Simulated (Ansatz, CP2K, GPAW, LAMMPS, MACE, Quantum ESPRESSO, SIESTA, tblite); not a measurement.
## Cu22Zr78 (at. %) with crystalline order left by the classical run (65 atoms) in other programs, against a plane-wave reference

Aim: run Cu22Zr78 (at. %) with crystalline order left by the classical run (65 atoms) in several programs and set results and cost side by side. A plane-wave run serves as the reference.

Calculated with Ansatz 0.2.0; Kohn-Sham DFT, PBE, PAW, plane waves.

In doubt: a PseudoDojo file used here is known to give poor structures and forces (SIESTA), which bears on pressures, cells, forces and phonons.

## 1. The structure

The cell holds 65 atoms: 14 Cu and 51 Zr. Cell: a = 11.101 Å, b = 11.101 Å, c = 11.101 Å, α = 90.0°, β = 90.0°, γ = 90.0°. 65 atoms (14 Cu, 51 Zr) placed at random at 6.15 g/cm³, melted at 2200 K for 10 ps at fixed volume with the Finnis-Sinclair Cu-Zr potential (Mendelev, file CuZr_mm.eam.fs of the LAMMPS distribution). Quenched from 2200 K to 300 K at 3 K/ps and zero pressure, held 5 ps, then minimised at fixed cell.

## 2. Plane-wave reference

The PAW files are the set soft_2.

Input file input.yaml:

```yaml
crystal:
  lattice:
    - [11.10125, 0.0, 0.0]
    - [0.0, 11.10125, 0.0]
    - [0.0, 0.0, 11.10125]
  atoms:
    - { symbol: Cu, position: [0.67206, 0.72032, 0.06804] }
    - { symbol: Cu, position: [0.76895, 0.63071, 0.74615] }
    - { symbol: Cu, position: [0.60178, 0.97438, 0.48174] }
    - { symbol: Cu, position: [0.66798, 0.35542, 0.16846] }
    [... 55 atom lines left out ...]
    - { symbol: Zr, position: [0.3345, 0.51984, 0.44817] }
    - { symbol: Zr, position: [0.53653, 0.50076, 0.00597] }
    - { symbol: Zr, position: [0.08904, 0.44853, 0.24818] }
    - { symbol: Zr, position: [0.9004, 0.27647, 0.08532] }
    - { symbol: Zr, position: [0.38192, 0.56568, 0.74841] }
    - { symbol: Zr, position: [0.00703, 0.18735, 0.57619] }
kpoints:
  mp_grid: { grid: [1, 1, 1] }
hamiltonian:
  xc: pbe
scf:
  occupations: { method: fermi_dirac, width: 0.05 }
output:
  forces: true
  eigenvalues: true
  populations: true
  stress: true
```

Started as:

```sh
$ ansatz run input.yaml --threads 4 --pin off --max-ram 8192MiB --backend cpu --events-out ev --progress --plain --runs-dir out
```

Standard output:

```text
[...]
Pseudopotentials: kind: paw
Pseudopotential: Cu, paw, valence charge 19, recommended cutoff 420 eV (normal), Cu.paw.azcp
Pseudopotential: Zr, paw, valence charge 12, recommended cutoff 420 eV (normal), Zr.paw.azcp
[... 5 lines on functional and potentials left out ...]
Crystal: 65 atoms, lattice volume = 1368.093 Å³
Basis set: ecut = 420 eV, 26865 PW (Γ), exchange–correlation on 150×150×150 points (8 copies of the dense FFT grid, shifted against one another)
Bands: 527, of which v1, the nominal top of the filled ones, is band 439 counted from 1 (438 counted from 0)
Symmetry: 1 space group operations
Space group: P1 (ITA 1), of the structure as read, at distance tolerance 1.1e-4 Å
k-points: 1
[... 5 lines on functional and potentials left out ...]
Initial density: superposition of atomic densities (neutral atoms: chi_scale 0, normalization atom), corrected by the library's trained network
Initial wavefunctions: pseudopotential atomic-orbital guess
[...]
SCF iter   1: F=—  HF=-306126.308982 eV  |F-HF|=—  |Δ(HF+E_count)|=         —  Δρ=7.76e-3  dr2=5.72e0  ethr=1.77e-3  ⟨swp⟩=6.0  Hψ=1883  notcnv=0
preconditioner: auto → Kerker (q_TF=auto, 2.534 Å⁻¹)  [metal: Δε(μ)=0.031 eV  Ē_g=3.489 eV  σ=0.050 eV  W_gap=0.15  n_scr=388 (ndim 8)  ℏωp=19.0 eV  f_vac=0.000  D(μ)=88.27/eV (n_scr^D=924)]
[...]
SCF iter  10: F=—  HF=-306126.144981 eV  |F-HF|=—  |Δ(HF+E_count)|=   5.34e-8  Δρ=3.49e-6  dr2=1.19e-7  ethr=1.14e-11  ⟨swp⟩=9.0  Hψ=1686  notcnv=0
SCF iter  11: F=-306126.144981 eV  HF=-306126.144981 eV  |F-HF|=5.24e-9  |Δ(HF+E_count)|=   5.36e-9  Δρ=6.71e-7  dr2=8.97e-9  ethr=1.14e-11  ⟨swp⟩=3.0  Hψ=1398  notcnv=0
SCF 1 converged in 11 iterations: F = -306126.144981 eV  dr2 = 8.97e-9
[...]
SCF converged after 11 iterations
Free energy (F): -306126.144981 eV
Harris-Foulkes:  -306126.144981 eV  (|F-HF|=5.24e-9)
Internal energy: -306125.399214 eV  (E = F + TS)
E sigma→0 (E₀):  -306125.772098 eV
Entropy (-TS):   -0.745767 eV (-11.473 meV/atom)
Fermi energy:    14.012454 eV
--- Per-component energies (eV) ---
[...]
Σ components = -306126.144981   (vs F -306126.144981, Δ=0.00e0)
--- Forces (eV/Å), atoms counted from 1 ---
  atom   1  Cu    -0.22868812     0.06624463    -0.11522648
  atom   2  Cu     0.23169776     0.15970689    -0.05170989
  atom   3  Cu     0.08655144    -0.08797456    -0.06187593
  atom   4  Cu     0.22762477     0.19449343     0.25018573
[...]
atom  65  Zr    -0.30372221    -0.81508570    -0.05033259
  max |Σ_I F_I| component: 2.51e-5 eV/Å
--- Stress (GPa, compression-positive) ---
       -0.258059       0.224669      -0.490055
        0.224669      -0.252452      -0.179681
       -0.490055      -0.179681      -1.881437
  P = ⅓ Tr σ = -0.7973 GPa (-7.973 kbar)
--- Band table (eV) ---
  k-point 0: bands = ["-99.1991", "-99.1154", "-99.1093", "-99.0916", [... 511 levels ...], "16.1314", "16.1726", "16.2303", "16.2828", "16.3203", "16.3370", "16.3718", "16.3782", "16.4179", "16.4514", "16.4800", "16.5117"]
--- Löwdin populations: 65 sites ---
  site symbol       q [e]
     0     Cu     18.5955
     1     Cu     18.6109
     2     Cu     18.6004
[...]
64     Zr     11.9713
  spilling = 0.007077 (of n_electrons = 878.000000)
```

It took 38 s on 4 threads of Arm Neoverse V1, shared host; peak memory 2.2 GiB.

In the SCF lines HF is the Harris–Foulkes energy and dr2 the Hartree energy of the density residual, in eV; the loop may stop once dr2 is under the threshold and the program's other checks hold. Hψ counts applications of the Hamiltonian.

Read from the output:

```yaml
free_energy: -306126.1450 eV
free_energy_per_atom: -4709.6330 eV/atom
scf_cycles: 11
pressure: -0.7973 GPa
r_m_s_force_component: 0.274 eV/Å
longest_force: 0.8856 eV/Å
fermi_energy: 14.01 eV
levels_partly_filled_by_over_2_per_cent: 18
spilling_of_the_projection: 0.007077
```

Neighbours are counted within 3.68 Å (Zr-Zr), 3.68 Å (Zr-Cu), 2.77 Å (Cu-Cu), cutoffs set anew for this text.

Length of the force by element and coordination:

```
element  coordination  atoms  mean length of the force (eV/Å)  spread  least   most
     Cu           all     14                            0.267  0.0805  0.108  0.397
     Cu             9      3                            0.247  0.0773  0.138  0.305
     Cu            10      7                            0.276  0.0656  0.174  0.397
     Cu            11      2                            0.281  0.0083  0.273  0.290
     Cu            12      2                            0.249   0.141  0.108  0.390
     Zr           all     51                            0.473   0.204  0.189  0.886
     Zr            11      6                            0.435   0.140  0.222  0.675
     Zr            12     23                            0.515   0.233  0.200  0.886
     Zr            13     17                            0.446   0.191  0.189  0.852
     Zr            14      5                             0.42   0.120  0.225  0.543
```

The levels nearest the highest filled one (over half full), pooled over k-points and spins:

```
level less the highest filled one (eV)  occupation
                                -0.132        1.92
                               -0.0966        1.84
                               -0.0774        1.78
                               -0.0571        1.68
                               -0.0327        1.53
                                     0        1.25
                                0.0367       0.893
                                0.0512       0.753
                                0.0559       0.709
                                0.0642       0.636
                                0.0861       0.462
                                 0.114       0.293
```

## 3. Structure statistics

Density 6.73 g/cm³, 21.05 Å³ an atom.

Pair distribution functions g(r), in bins of 0.2 Å:

```
r (Å)  total  Zr-Zr  Zr-Cu  Cu-Cu
 2.40   0.09   0.00   0.00   1.89
 2.60   0.55   0.00   1.30   2.42
 2.80   1.86   0.00   5.19   2.21
 3.00   2.69   2.91   2.66   0.00
 3.20   3.40   4.71   1.49   0.00
 3.40   1.46   2.15   0.33   0.50
 3.60   0.42   0.46   0.41   0.00
 3.80   0.34   0.26   0.32   1.51
 4.00   0.42   0.49   0.14   1.37
 4.20   0.39   0.33   0.51   0.31
 4.40   0.59   0.47   0.71   1.14
 4.60   0.78   0.73   0.87   0.79
 4.80   0.73   0.67   0.86   0.73
 5.00   1.05   0.73   1.58   1.32
 5.20   1.26   1.02   1.61   1.85
 5.40   1.12   1.26   0.81   1.51
```

Bonds by pair of elements; cutoffs follow the first minimum of g(r), held within bounds set by covalent radii, and pairs that aren't listed don't count as bonded (cutoffs were set anew for this text, so counts can differ from the run's own analysis):

```
pair A-B  cutoff (Å)  bonds  mean length (Å)  spread (Å)  shortest (Å)  B about A  A about B
   Zr-Zr        3.68    252             3.22       0.156          2.92       9.88       9.88
   Zr-Cu        3.68    129             2.97       0.245          2.60       2.53       9.21
   Cu-Cu        2.77      7              2.6        0.13          2.42          1          1
```

How many atoms have how many bonded neighbours:

```
element  mean  9  10  11  12  13  14
     Cu  10.2  3   7   2   2   0   0
     Zr  12.4  0   0   6  23  17   5
```

## 4. The other programs

The programs:
- CP2K 2026.2: Gaussian basis with GTH pseudopotentials and a plane-wave density; labels give functional, basis (MOLOPT sets; SR short-range, UZH the newer set with its own potentials), grid cutoff/relative cutoff and solver (OT: orbital transformation; TRS4, TC2, SIGN: linear-scaling purification with its sparsity filter), or its built-in tight binding.
- MACE: machine-learned potential, published weights.
- Quantum ESPRESSO 7.5: plane waves; labels (QE) give functional, pseudopotential set and cutoffs of waves/density.
- SIESTA 5.4.2: numerical atomic orbitals, whose automatically made sets are far from complete, with PseudoDojo norm-conserving potentials that we converted to its format (checked against plane waves on the same files for H, C, O, Si, Ge and Ca alone); labels give functional, basis size, energy shift and mesh cutoff.

All use the same cell and atoms; the electronic-structure runs use the same k-mesh, and an electronic temperature of 580 K (0.05 eV) where levels are smeared.

Differences are against the plane-wave reference, forces as r.m.s. over components; share is that over the reference's r.m.s. force, slope the least-squares factor from reference forces to these. Total energies of different programs have different zeros and aren't compared.

```
                                                           run  Δ force, r.m.s. (meV/Å)  share (%)  slope  Δ pressure (GPa)  cores  CPU time  memory (GiB)
                                                     reference                        -          -      -                 -      4   2.4 min           2.2
 CP2K PBE, DZVP-MOLOPT-SR, 560/50 Ry, diagonalisation (coarse)                     24.9       9.07  0.993            0.0838      4    34 min           8.5
          CP2K PBE, DZVP-MOLOPT-SR, 800/50 Ry, diagonalisation                     22.0       8.05  0.994            0.0833      2    29 min           6.5
                                   MACE MP-0b2 small potential                      225       82.2  0.463             -1.06      1     7.5 s          0.66
                                  MACE MP-0b3 medium potential                      209       76.3  0.402           -0.0157      1     8.7 s          0.82
                                   MACE MPA-0 medium potential                      177       64.6  0.472            -0.151      1     8.7 s          0.83
                      QE PBE, sssp-1.3.0-efficiency, 60/480 Ry                     1.65      0.602  1.000           -0.0444      4    28 min           5.6
                   SIESTA PBE, DZP, shift 0.01 Ry, mesh 500 Ry                     43.9       16.0  1.042             -1.80      2    19 min           2.7
          SIESTA PBE, SZP, shift 0.01 Ry, mesh 500 Ry (coarse)                     52.0       19.0  1.047            -0.635      2    14 min           2.3
SIESTA revPBE, PBE potentials, DZP, shift 0.01 Ry, mesh 500 Ry                     52.4       19.1  1.048            0.0534      2    19 min           2.7
```

Rows marked coarse use a setting chosen to be so.

Times of the machine-learned potentials are mostly Python's start and the loading of weights.

CPU time is summed over cores on a shared host, where runs went side by side, so it is rough. Symmetry, cutoffs, thresholds, outputs and thread counts weren't matched or tuned between programs; memory under MPI is the largest rank's times the ranks.

Runs without a result: tblite GFN1-xTB (not converged); CP2K GFN1-xTB, diagonalisation (not converged, the SCF not settling); GPAW PBE, LCAO dzp, h 0.2 Å (cut off at its time limit of 8.6 min); GPAW RPBE, LCAO dzp, h 0.2 Å (cut off at its time limit of 8.6 min); GPAW PBE, LCAO dzp, h 0.2 Å, other mixer settings (cut off at its time limit of 14 min); GPAW PBE, LCAO sz(dzp), h 0.2 Å (cut off at its time limit of 3.2 min).

Mean charges by element (e), by run and scheme:

```
                                                           run     scheme     Cu     Zr
          CP2K PBE, DZVP-MOLOPT-SR, 560/50 Ry, diagonalisation   Mulliken  -0.72  +0.20
          CP2K PBE, DZVP-MOLOPT-SR, 560/50 Ry, diagonalisation  Hirshfeld  +0.09  -0.03
          CP2K PBE, DZVP-MOLOPT-SR, 800/50 Ry, diagonalisation   Mulliken  -0.72  +0.20
          CP2K PBE, DZVP-MOLOPT-SR, 800/50 Ry, diagonalisation  Hirshfeld  +0.09  -0.03
                   SIESTA PBE, DZP, shift 0.01 Ry, mesh 500 Ry  Hirshfeld  +0.37  -0.10
SIESTA revPBE, PBE potentials, DZP, shift 0.01 Ry, mesh 500 Ry  Hirshfeld  +0.39  -0.11
```

Within one program, basis, potentials and functional, energies share a zero. Each run against its twin at the usual cutoff or grid and solver:

```
                                                 run                                        twin  Δ energy (meV/atom)  Δ force, r.m.s. (meV/Å)        CPU time over the twin's
CP2K PBE, DZVP-MOLOPT-SR, 560/50 Ry, diagonalisation  DZVP-MOLOPT-SR, 800/50 Ry, diagonalisation              -0.0134                     14.4  1.2 (this twin ran on 2 cores)
```

## 5. Results

```json
{
  "reference r.m.s. force component": "0.274 eV/Å",
  "nearest in forces": "QE PBE, sssp-1.3.0-efficiency, 60/480 Ry, 0.60 %",
  "farthest in forces": "MACE MP-0b2 small potential, 82 %",
  "cheapest electronic-structure run beside the reference": "SIESTA PBE, SZP, shift 0.01 Ry, mesh 500 Ry, 14 min of CPU time"
}
```

In words: PBE on plane waves or a grid with other potentials, cutoffs or grids, coarse settings apart, differs from the reference by 0.60 % (QE PBE, sssp-1.3.0-efficiency, 60/480 Ry) of the r.m.s. force; this holds the reference's own error, so differences of a few per cent don't tell which side is nearer the exact PBE result (QE's 60 Ry are 816 eV, against the reference's 420 eV). The PBE runs in local orbitals, coarse settings apart, differ by 8.0 % (CP2K PBE, DZVP-MOLOPT-SR, 800/50 Ry, diagonalisation) to 16 % (SIESTA PBE, DZP, shift 0.01 Ry, mesh 500 Ry); basis, grid and potentials can all enter. Machine-learned potentials differ by 65 % (MACE MPA-0 medium potential) to 82 % (MACE MP-0b2 small potential); they were trained on other programs' data. That alone wouldn't give differences this large: the cell likely lies far from what they were trained on. Among those trained on PBE data the slope goes as low as 0.40, with a correlation of 0.65, so directions differ as well as sizes. Rows with another functional or a dispersion term differ by 19 % (SIESTA revPBE, PBE potentials, DZP, shift 0.01 Ry, mesh 500 Ry), which mixes the change of model with differences of basis and potentials, some of them made for another functional. Runs with settings chosen to be coarse differ by 9.1 % (CP2K PBE, DZVP-MOLOPT-SR, 560/50 Ry, diagonalisation) to 19 % (SIESTA PBE, SZP, shift 0.01 Ry, mesh 500 Ry), their programs' other errors included. None of the electronic-structure runs in the table takes under half the reference's CPU time of 2.4 min; they take 5.6 to 14 times as much. In pressure, SIESTA PBE, DZP, shift 0.01 Ry, mesh 500 Ry misses by -1.8 GPa, at the same functional. Charges hang on scheme and program or settings: among these rows the mean for Cu runs from -0.72 to +0.39 e, even in sign. In the reference: 18 levels are partly filled, by over 2 % (at Γ alone), as in a metal. In the reference: first main peaks of g(r), for some of the pairs, lie near 3.2 Å (Zr-Zr), 2.9 Å (Zr-Cu) and 2.7 Å (Cu-Cu). The potentials hold different valence shells: 878 electrons in the reference, 766 in Quantum ESPRESSO with SSSP and 766 in CP2K with DZVP-MOLOPT-SR; this bears on time and differences. A potential file of the SIESTA runs is in doubt, which bears on their forces and pressure. Machine-learned potentials mimic data converged in k, so the reference's own k-point error enters their differences. The quench rate of 3 K/ps is many orders above laboratory rates, so the cell is likely richer in defects and strain than a real sample. The network of bonds at the start is that of the classical potential that made the cell, and needn't be the one that DFT or experiment would give. The electronic-structure runs sample only Γ, in a cell whose shortest periodic width is 11 Å, which is coarse for a cell with partly filled levels.

[Long decimals in the printed logs are rounded to 6 places.]

[Also dropped from logs without a mark: lines with file paths, logging warnings of Python, QE's lines on negative density and diagonalisation, SIESTA's first energy breakdown, zero terms and Voronoi charges.]

[Logs are printed without paths, hosts, clocks, repeated set-up lines and the standing remarks that a program may print on its own settings, such as how far it seeks lower states.]

[Hosts, paths, dates, database ids (printed as entryN), source tags and the programs' standing remarks are cut or masked in the printed files.]

[Not all failed runs are listed: runs killed by the host, ended in a Python traceback or in CONQUEST's support-function errors, and SIESTA runs with faulty potentials for Cu, Fe, Ni or Zn are left out.]
